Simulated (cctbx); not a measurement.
**Lattice, Laue class and space group of a new crystal**

Cell: a = 7.2030 Å, b = 7.5700 Å, c = 10.4990 Å, α = 90.00°, β = 90.00°, γ = 90.00°. Expected content of the cell: Sn4 Cr4 S16 Li4.

The data are simulated with cctbx, not measured: Cu Kα, λ = 1.54184 Å, to d = 0.83 Å, 95 % of the full sphere, strongest reflection 70000 counts, noise from counting, a 3 % proportional error and a noise floor of 8 counts (s.d.); no absorption.

Tests on the unmerged data give:

```text
3968 reflections to d = 0.830 A
centring   violations  <I/sigma> of those
    A        554 of  1988      7.5
    B        458 of  1987      4.2
    C        894 of  1985     10.9
    I          0 of  2007      0.0
    R        986 of  2653      9.0
    F        953 of  2980      7.5
Laue class    unique    Rint  (classes that these axes allow; Friedel mates merged)
I 1 2/m 1         563   0.024
I 1 1 2/m         554   0.024
I 2/m 1 1         566   0.024
I m m m           323   0.026
space group    extra absences  I>4sigma  <I/sigma>
I 2 2 2                 0          0         -  acentric
I 21 21 21              0          0         -  acentric
I m m 2                 0          0         -  acentric
I 2 m m                 0          0         -  acentric
I m 2 m                 0          0         -  acentric
I 2 m b                61          0      -0.0  acentric
I m 2 a                61          0      -0.0  acentric
I m m m                 0          0         -  centric
I m m a                61          0      -0.0  centric
I m m b                61          0      -0.0  centric
Wilson B = 1.51 A^2   <|E^2-1|> = 0.873 (0.968 centric, 0.736 acentric)   E^2>4: 2.6 %
shell (A)         n   <I/sigma>
 6.14 - 1.65     50     43.4
 1.65 - 1.31     40     44.9
 1.31 - 1.15     44     43.9
 1.15 - 1.05     36     42.7
 1.05 - 0.97     40     41.5
 0.97 - 0.91     37     33.8
 0.91 - 0.87     39     42.1
 0.87 - 0.83     37     32.7
```

Q: Read the symmetry from these tables.

The reflections that I centring forbids are absent (⟨I/σ⟩ near 0), so the lattice is I.

Rint stays low (0.024 to 0.026) up to I m m m, the highest class in these axes.

10 settings pass the absence test. The most absences obeyed, 61, belong to I 2 m b, I m 2 a, I m m a and I m m b, which absences can't tell apart.

⟨|E²−1|⟩ = 0.873 lies between the two ideal values. The Wilson B of 1.51 Å² means U ≈ 0.0191 Å².

The true group is Imma (no. 74), Laue class mmm, centrosymmetric. The tables only narrow the choice to the tied entries; cell content, site symmetry and trial solutions must settle it.

This is a model crystal, built by substitution and not relaxed, with assumed displacement parameters.

[Logs are printed without paths, hosts, clocks, repeated set-up lines and the standing remarks that a program may print on its own settings, such as how far it seeks lower states.]
